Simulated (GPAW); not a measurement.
# Foreign atoms in a Si chain: which ones block the current?

One atom thick, a chain of Si offers 3 channels a spin at the Fermi level. How much of the current survives when a foreign atom sits in the chain or at its side?

How it was computed: GPAW 26.7.0 in a basis of numerical atomic orbitals with PAW setups; lead and junction are solved self-consistently in repeated cells 9 Å or more across, their Hamiltonian and overlap matrices go into Green's functions with semi-infinite leads (ASE), and T is the Landauer transmission at zero bias, at the junction cell's Fermi level, for one spin or as the mean of both where a run is spin-polarised. Basis dzp and PBE unless a column says otherwise. The structures were built from estimated bond lengths and not relaxed.

Results:

```tsv
atom	place	T, dzp	T↑	T↓	T, minimal basis
Li	on top of one chain atom	2.97	-	-	2.97
P	in line, replacing one chain atom	2.84	-	-	2.87
Sn	on top of one chain atom	2.62	-	-	2.65
Ti	two in line	2.6	-	-	2.51
Au	beside one bond	2.59	-	-	2.6
Se	in line, replacing one chain atom	2.51	-	-	2.68
Al	in line, replacing one chain atom	2.4	-	-	2.45
C	in line, replacing one chain atom	2.17	-	-	2.18
S	on top of one chain atom	1.38	-	-	1.5
Se	on top of one chain atom	1.38	-	-	1.47
Ni	two in line	1.27	0.696	1.85	1.27
```

What this shows: T at the Fermi level runs from 2.97 (Li on top) down to 1.27 (Ni ×2 in line), against 3 open channels a spin in the clean chain. Where one element stands in both places: Se gives 2.51 in line and 1.38 on top. A side atom can block as much as one in line, when one of its levels lies near the Fermi level and interferes with the direct path. The strongest spin filter is Ni ×2 in line, with |T↑ − T↓|/(T↑ + T↓) = 0.45. The minimal basis misses the dzp value by a median factor of 1.01 and by 1.1 at worst, to be set beside the factor of 2.34 between the ends of the table.

What the numbers leave out: An evenly spaced straight chain is an idealisation of an electrode: free chains dimerise or zigzag, and their density of states has sharper edges than a bulk metal's. Once the lead is aligned to the junction's end layer, its own Fermi level lies within 0.04 eV of the zero used here in the dzp runs. Only 1 of the runs were spin-polarised; the others may miss a magnetic state. Spin-polarised runs started from parallel moments; another order may lie lower. Spin-orbit coupling is left out, which matters for the heavier atoms here. Element, place and number of foreign atoms change together from row to row, so the order can't be credited to the element alone. T at one energy can sit on the flank of a resonance and move with small shifts of the Fermi level. Junctions whose dzp lead is shut at the Fermi level or whose end layer misses the lead by over 0.25 eV were left out, as were H in line (its neighbours overlap directly) and, where atoms were relaxed, moves over 0.6 Å, which change the site.

[Logs are printed without paths, hosts, clocks, repeated set-up lines and the standing remarks that a program may print on its own settings, such as how far it seeks lower states.]
